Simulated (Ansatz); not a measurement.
# F on Cu(111): change of the work function, part 3 of 3

How does F on the fcc site change the work function of Cu(111) as the layer fills?

Ansatz 0.2.0; plane-wave DFT, PBE, Ansatz PAW.

So far, work function, upper face (eV): step 2 (the clean slab) 4.79; step 3 (17 atoms, coverage 0.25 ML, cell 2x2) 5.76.

### 4. Adsorbate added, k-mesh 12×12×1, coverage 1 ML

System of this step: Cu4F (F/Cu(111)). The cell holds 5 atoms: 4 Cu and 1 F. Cell: a = 2.553 Å, b = 2.553 Å, c = 25.525 Å, α = 90.0°, β = 90.0°, γ = 60.0°. Vacuum lies along c.

Another coverage, to see how the dipoles act on each other as their distance changes.

File input.yaml:

```yaml
crystal:
  lattice:
    - [2.5526554801, 0.0, 0.0]
    - [1.27632774, 2.2106644929, 0.0]
    - [0.0, 0.0, 25.5245619869]
  atoms:
    - { symbol: Cu, position: [0.0, 0.0, 0.3526015453] }
    - { symbol: Cu, position: [0.3333333333, 0.3333333333, 0.4342575782] }
    - { symbol: Cu, position: [0.6666666667, 0.6666666667, 0.515913611] }
    - { symbol: Cu, position: [0.0, 0.0, 0.5975696439] }
    - { symbol: F, position: [0.3333333333, 0.3333333333, 0.6473984547] }
kpoints:
  mp_grid: { grid: [12, 12, 1] }
hamiltonian:
  xc: pbe
scf:
  occupations: { method: fermi_dirac, width: 0.1 }
  convergence: { dr2_threshold: 1.0e-08 }
efield:
  axis: 3
  dipole_correction: true
  ramp_position: 0.97
  ramp_width: 0.06
relax:
  f_tol: 0.02
  max_steps: 60
  constraints: [{ sites: [0, 1] }]
output:
  write_potential: true
  write_density: true
  volumetric_format: npy
```

Started as:

```sh
> ansatz run input.yaml --threads 4 --pin off --max-ram 6144MiB --backend cpu --events-out ev --progress --plain --runs-dir out
```

The log of the run:

```text
[...]
Crystal: 5 atoms, lattice volume = 144.037 Å³
Basis set: ecut = 420 eV, 2863 PW (Γ), exchange–correlation on 36×36×360 points (8 copies of the dense FFT grid, shifted against one another)
Bands: 50, of which v1, the nominal top of the filled ones, is band 42 counted from 1 (41 counted from 0)
Symmetry: 6 space group operations
[...]
k-points: 19 of 144 (time reversal used)
[...]
SCF iter   1: F=—  HF=-27307.213205 eV  |F-HF|=—  |Δ(HF+E_count)|=         —  Δρ=4.19e-3  dr2=1.03e-1  ethr=1.77e-3  p=-0.112 e·Å  D=-1.41e-1 V/Å  ΔV_dip=3.61 eV  dr2_dipole=3.95e-2  V_vac-E_F(+/−)=8.29/4.69 eV  ⟨swp⟩=10.5  Hψ=4702  notcnv=0  defer=19
[...]
SCF iter  15: F=-27307.215758 eV  HF=-27307.215758 eV  |F-HF|=3.25e-8  |Δ(HF+E_count)|=   1.99e-8  Δρ=1.26e-6  dr2=3.88e-9  ethr=1.20e-11  p=-0.111 e·Å  D=-1.39e-1 V/Å  ΔV_dip=3.55 eV  dr2_dipole=9.71e-10  V_vac-E_F(+/−)=8.43/4.88 eV  ⟨swp⟩=8.1  Hψ=6230  notcnv=0
SCF 1 converged in 15 iterations: F = -27307.215758 eV  dr2 = 3.88e-9
[...]
relax step   1: F+E_penalty+E_count = -27307.21575820 eV  Δ(F+E_penalty+E_count) = +0.000e0 eV  max|allowed force component| = 1.164e0 eV/Å  Δτ_max = 0.0000 Å  (15 SCF iters, accepted)
[...]
SCF iter  13: F=-27307.241549 eV  HF=-27307.241549 eV  |F-HF|=5.64e-9  |Δ(HF+E_count)|=   2.68e-8  Δρ=2.07e-6  dr2=9.26e-9  ethr=1.20e-11  p=-0.117 e·Å  D=-1.47e-1 V/Å  ΔV_dip=3.75 eV  dr2_dipole=2.16e-9  V_vac-E_F(+/−)=8.63/4.88 eV  ⟨swp⟩=8.5  Hψ=7013  notcnv=0
SCF 2 converged in 13 iterations: F = -27307.241549 eV  dr2 = 9.26e-9
relax step   2: F+E_penalty+E_count = -27307.24154927 eV  Δ(F+E_penalty+E_count) = -2.579e-2 eV  max|allowed force component| = 7.051e-1 eV/Å  Δτ_max = 0.0245 Å  (13 SCF iters, accepted)
SCF iter   1: F=—  HF=-27307.261076 eV  |F-HF|=—  |Δ(HF+E_count)|=         —  Δρ=3.30e-3  dr2=3.70e-2  ethr=4.90e-4  p=-0.117 e·Å  D=-1.47e-1 V/Å  ΔV_dip=3.75 eV  dr2_dipole=1.46e-2  V_vac-E_F(+/−)=8.64/4.90 eV  ⟨swp⟩=3.4  Hψ=1927  notcnv=0  defer=36
[...]
SCF iter  13: F=-27307.257427 eV  HF=-27307.257427 eV  |F-HF|=1.03e-7  |Δ(HF+E_count)|=   1.35e-7  Δρ=1.67e-6  dr2=7.70e-9  ethr=1.20e-11  p=-0.126 e·Å  D=-1.58e-1 V/Å  ΔV_dip=4.03 eV  dr2_dipole=9.09e-14  V_vac-E_F(+/−)=8.91/4.88 eV  ⟨swp⟩=8.8  Hψ=7008  notcnv=0
SCF 3 converged in 13 iterations: F = -27307.257427 eV  dr2 = 7.70e-9
relax step   3: F+E_penalty+E_count = -27307.25742676 eV  Δ(F+E_penalty+E_count) = -1.588e-2 eV  max|allowed force component| = 3.622e-2 eV/Å  Δτ_max = 0.0383 Å  (13 SCF iters, accepted)
SCF iter   1: F=—  HF=-27307.257521 eV  |F-HF|=—  |Δ(HF+E_count)|=         —  Δρ=5.08e-4  dr2=1.39e-4  ethr=1.05e-5  p=-0.126 e·Å  D=-1.58e-1 V/Å  ΔV_dip=4.03 eV  dr2_dipole=1.69e-5  V_vac-E_F(+/−)=8.91/4.88 eV  ⟨swp⟩=2.6  Hψ=1817  notcnv=0  defer=38
[...]
SCF iter   7: F=-27307.257475 eV  HF=-27307.257475 eV  |F-HF|=4.23e-8  |Δ(HF+E_count)|=   9.30e-8  Δρ=8.63e-7  dr2=1.45e-9  ethr=1.20e-11  p=-0.126 e·Å  D=-1.58e-1 V/Å  ΔV_dip=4.04 eV  dr2_dipole=3.39e-10  V_vac-E_F(+/−)=8.93/4.88 eV  ⟨swp⟩=10.1  Hψ=6798  notcnv=0
SCF 4 converged in 7 iterations: F = -27307.257475 eV  dr2 = 1.45e-9
relax step   4: F+E_penalty+E_count = -27307.25747475 eV  Δ(F+E_penalty+E_count) = -4.799e-5 eV  max|allowed force component| = 3.979e-3 eV/Å  Δτ_max = 0.0055 Å  (7 SCF iters, accepted)
[...]
WARN: The output density's exchange-correlation potential varies sharply where the density is thin. Do not read a vacuum level from v_tot or v_xc, or from such a field of the output density. On a cell that repeats whose density bears no net charge and no dipole along the vacuum's axis use v_es (v_loc + v_h of the components); under efield.dipole_correction with no amplitude use v_es + v_field, which holds any externa [...]
SCF converged after 7 iterations
Free energy (F): -27307.257475 eV
[...]
Internal energy: -27307.164182 eV  (E = F + TS)
E sigma→0 (E₀):  -27307.210829 eV
Entropy (-TS):   -0.093292 eV (-18.658 meV/atom)
Fermi energy:    1.348226 eV
Dipole field:    D = -0.158502 V/Å  (p = -0.126167 e·Å, saw-weighted, corrected)
Work function:   Φ+ = 8.9281 eV   Φ− = 4.8825 eV
[...]
--- Forces (eV/Å), atoms counted from 1 ---
  atom   1  Cu    -0.00000000    -0.00000000    -0.03717793
  atom   2  Cu     0.00000000     0.00000000     0.03930443
  atom   3  Cu    -0.00000000     0.00000000     0.00396975
  atom   4  Cu    -0.00000000     0.00000000    -0.00397944
  atom   5  F      0.00000000     0.00000000    -0.00212180
  max |Σ_I F_I| component: 4.98e-6 eV/Å
--- Band table (eV; the first three rows and the last of 19) ---
  k-point 0: bands = [... 38 lower, -0.4401, -0.2454, -0.2454, 0.7082, 0.9715, 0.9715, 5.5558, 6.3092, ... 4 higher]
  k-point 1: bands = [... 38 lower, -0.4135, -0.2407, -0.1966, 0.8588, 0.9835, 1.2422, 5.7218, 6.5237, ... 4 higher]
  k-point 2: bands = [... 38 lower, -0.3609, -0.2263, 0.1709, 0.9066, 1.0062, 2.2465, 6.1936, 7.1402, ... 4 higher]
  k-point 18: bands = [... 38 lower, 0.3873, 1.0842, 4.8268, 5.0686, 5.3626, 5.9770, 6.6757, 6.7584, ... 4 higher]
--- Relaxed structure (4 steps of the walk, 4 accepted, 0 SCFs on fresh bases) ---
  F+E_penalty+E_count = -27307.25747475 eV   max|allowed force component| = 3.979e-3 eV/Å
  atoms:
    - { symbol: Cu, position: [-1.480297e-17, -1.480297e-17, 0.352602] }
    - { symbol: Cu, position: [0.333333, 0.333333, 0.434258] }
    - { symbol: Cu, position: [0.666667, 0.666667, 0.516471] }
    - { symbol: Cu, position: [-1.506951e-17, -1.480297e-17, 0.597210] }
    - { symbol: F, position: [0.333333, 0.333333, 0.650076] }
```

It took 12 s on 4 threads of Intel Xeon Platinum 8488C (Sapphire Rapids), shared host; peak memory 0.56 GiB.

Step by step:

```
step  energy less that of the first step (eV)  largest force component (eV/Å)
   1                                   0.0000                          1.1643
   2                                  -0.0258                          0.7051
   3                                  -0.0417                          0.0362
   4                                  -0.0417                          0.0040
```

Forces are held to the 6 operations that the program found; a distortion that breaks them can't arise in this run.

The atoms that moved most (Å):

```
atom     dx     dy      dz  length
  F5  0.000  0.000   0.068   0.068
 Cu3  0.000  0.000   0.014   0.014
 Cu4  0.000  0.000  -0.009   0.009
```

The relaxed structure:

```xyz
5
Lattice="2.5527 0.0000 0.0000 1.2763 2.2107 0.0000 0.0000 0.0000 25.5246" Properties=species:S:1:pos:R:3
Cu    0.0000    0.0000    9.0000
Cu    1.2763    0.7369   11.0842
Cu    2.5527    1.4738   13.1827
Cu    0.0000    0.0000   15.2435
F     1.2763    0.7369   16.5929
```

Numbers from this step:

```
energy at zero smearing        : -27307.2108 eV
work function, upper face      : 8.928 eV
work function, lower face      : 4.882 eV
dipole along the normal        : -0.1262 e·Å
step between the vacuum levels : 4.046 eV
```

Running mean over 2.084 Å of the planar mean; the ramp of the sawtooth is left out. The electron's electrostatic potential energy less the Fermi level by z:

```csv
z (Å),electron's electrostatic potential energy less the Fermi level (eV)
3.0,4.88
3.5,4.88
4.0,4.88
4.5,4.88
5.0,4.88
5.5,4.87
6.0,4.83
6.5,4.69
7.0,4.19
7.5,2.10
8.0,-2.67
8.5,-7.05
9.0,-8.48
9.5,-8.70
10.0,-8.76
10.5,-8.81
11.0,-8.83
11.5,-8.76
12.0,-8.66
12.5,-8.66
13.0,-8.72
13.5,-8.76
14.0,-8.84
14.5,-8.79
15.0,-8.70
15.5,-9.56
16.0,-8.07
16.5,-2.60
17.0,1.92
17.5,5.06
18.0,7.96
18.5,8.83
19.0,8.91
19.5,8.93
20.0,8.93
20.5,8.93
21.0,8.93
21.5,8.93
22.0,8.93
22.5,8.93
```

The relaxation took 4 steps and lowered the energy by 0.042 eV; the largest force on the free atoms ends at 0.0040 eV/Å.

The covered face has 8.93 eV, +4.14 eV against the clean one; the bare back face has moved by +0.10 eV, a measure of how thin the slab is.

### 5. Work function against coverage

This step: plane-wave DFT, PBE, Ansatz PAW; work function against coverage (Ansatz 0.2.0).

The runs are now put side by side.

This step gave:

| Item | Value |
| --- | --- |
| work function of the clean face | 4.786 eV |
| largest change of the work function | 4.142 eV |

The work function of the covered face by coverage:

| coverage (adsorbates/nm²) | work function of the covered face (eV) |
| --- | --- |
| 0.00 | 4.79 |
| 4.43 | 5.76 |
| 17.72 | 8.93 |

The dipole per adsorbate comes from the change of the cell's dipole. Coverage, by row:

```csv
coverage (1/nm²),coverage (ML),work function (eV),change (eV),"dipole per adsorbate, positive end outwards (debye)",mean height of the added atoms over the highest substrate atom (Å)
4.43,0.25,5.762,0.9759,-0.564,1.463
17.72,1,8.928,4.142,-0.606,1.349
```

### 6. Outcome

```json
{"work function of the clean face": "4.79 eV", "work function at 0.25 ML": "5.76 eV", "work function at 1 ML": "8.93 eV", "dipole per adsorbate at 0.25 ML, positive end outwards": "-0.56 D"}
```

In words: F raises the work function of Cu(111) at the lowest coverage, by 0.98 eV: the adsorbate layer has its negative end outwards. The slab has 4 layers, at the tabulated experimental lattice constant, one starting site was run, and quantum-size effects of a slab this thin can reach one or two tenths of an eV.

[Long decimals in the printed logs are rounded to 6 places.]

[Logs are printed without paths, hosts, clocks, repeated set-up lines and the standing remarks that a program may print on its own settings, such as how far it seeks lower states.]

[Hosts, paths, dates, database ids (printed as entryN), source tags and the programs' standing remarks are cut or masked in the printed files.]

[Maps of the electrostatic potential energy from Ansatz leave out the sawtooth potential of an applied field or a dipole correction, so their vacuum need not be flat; planar profiles and work functions include it.]
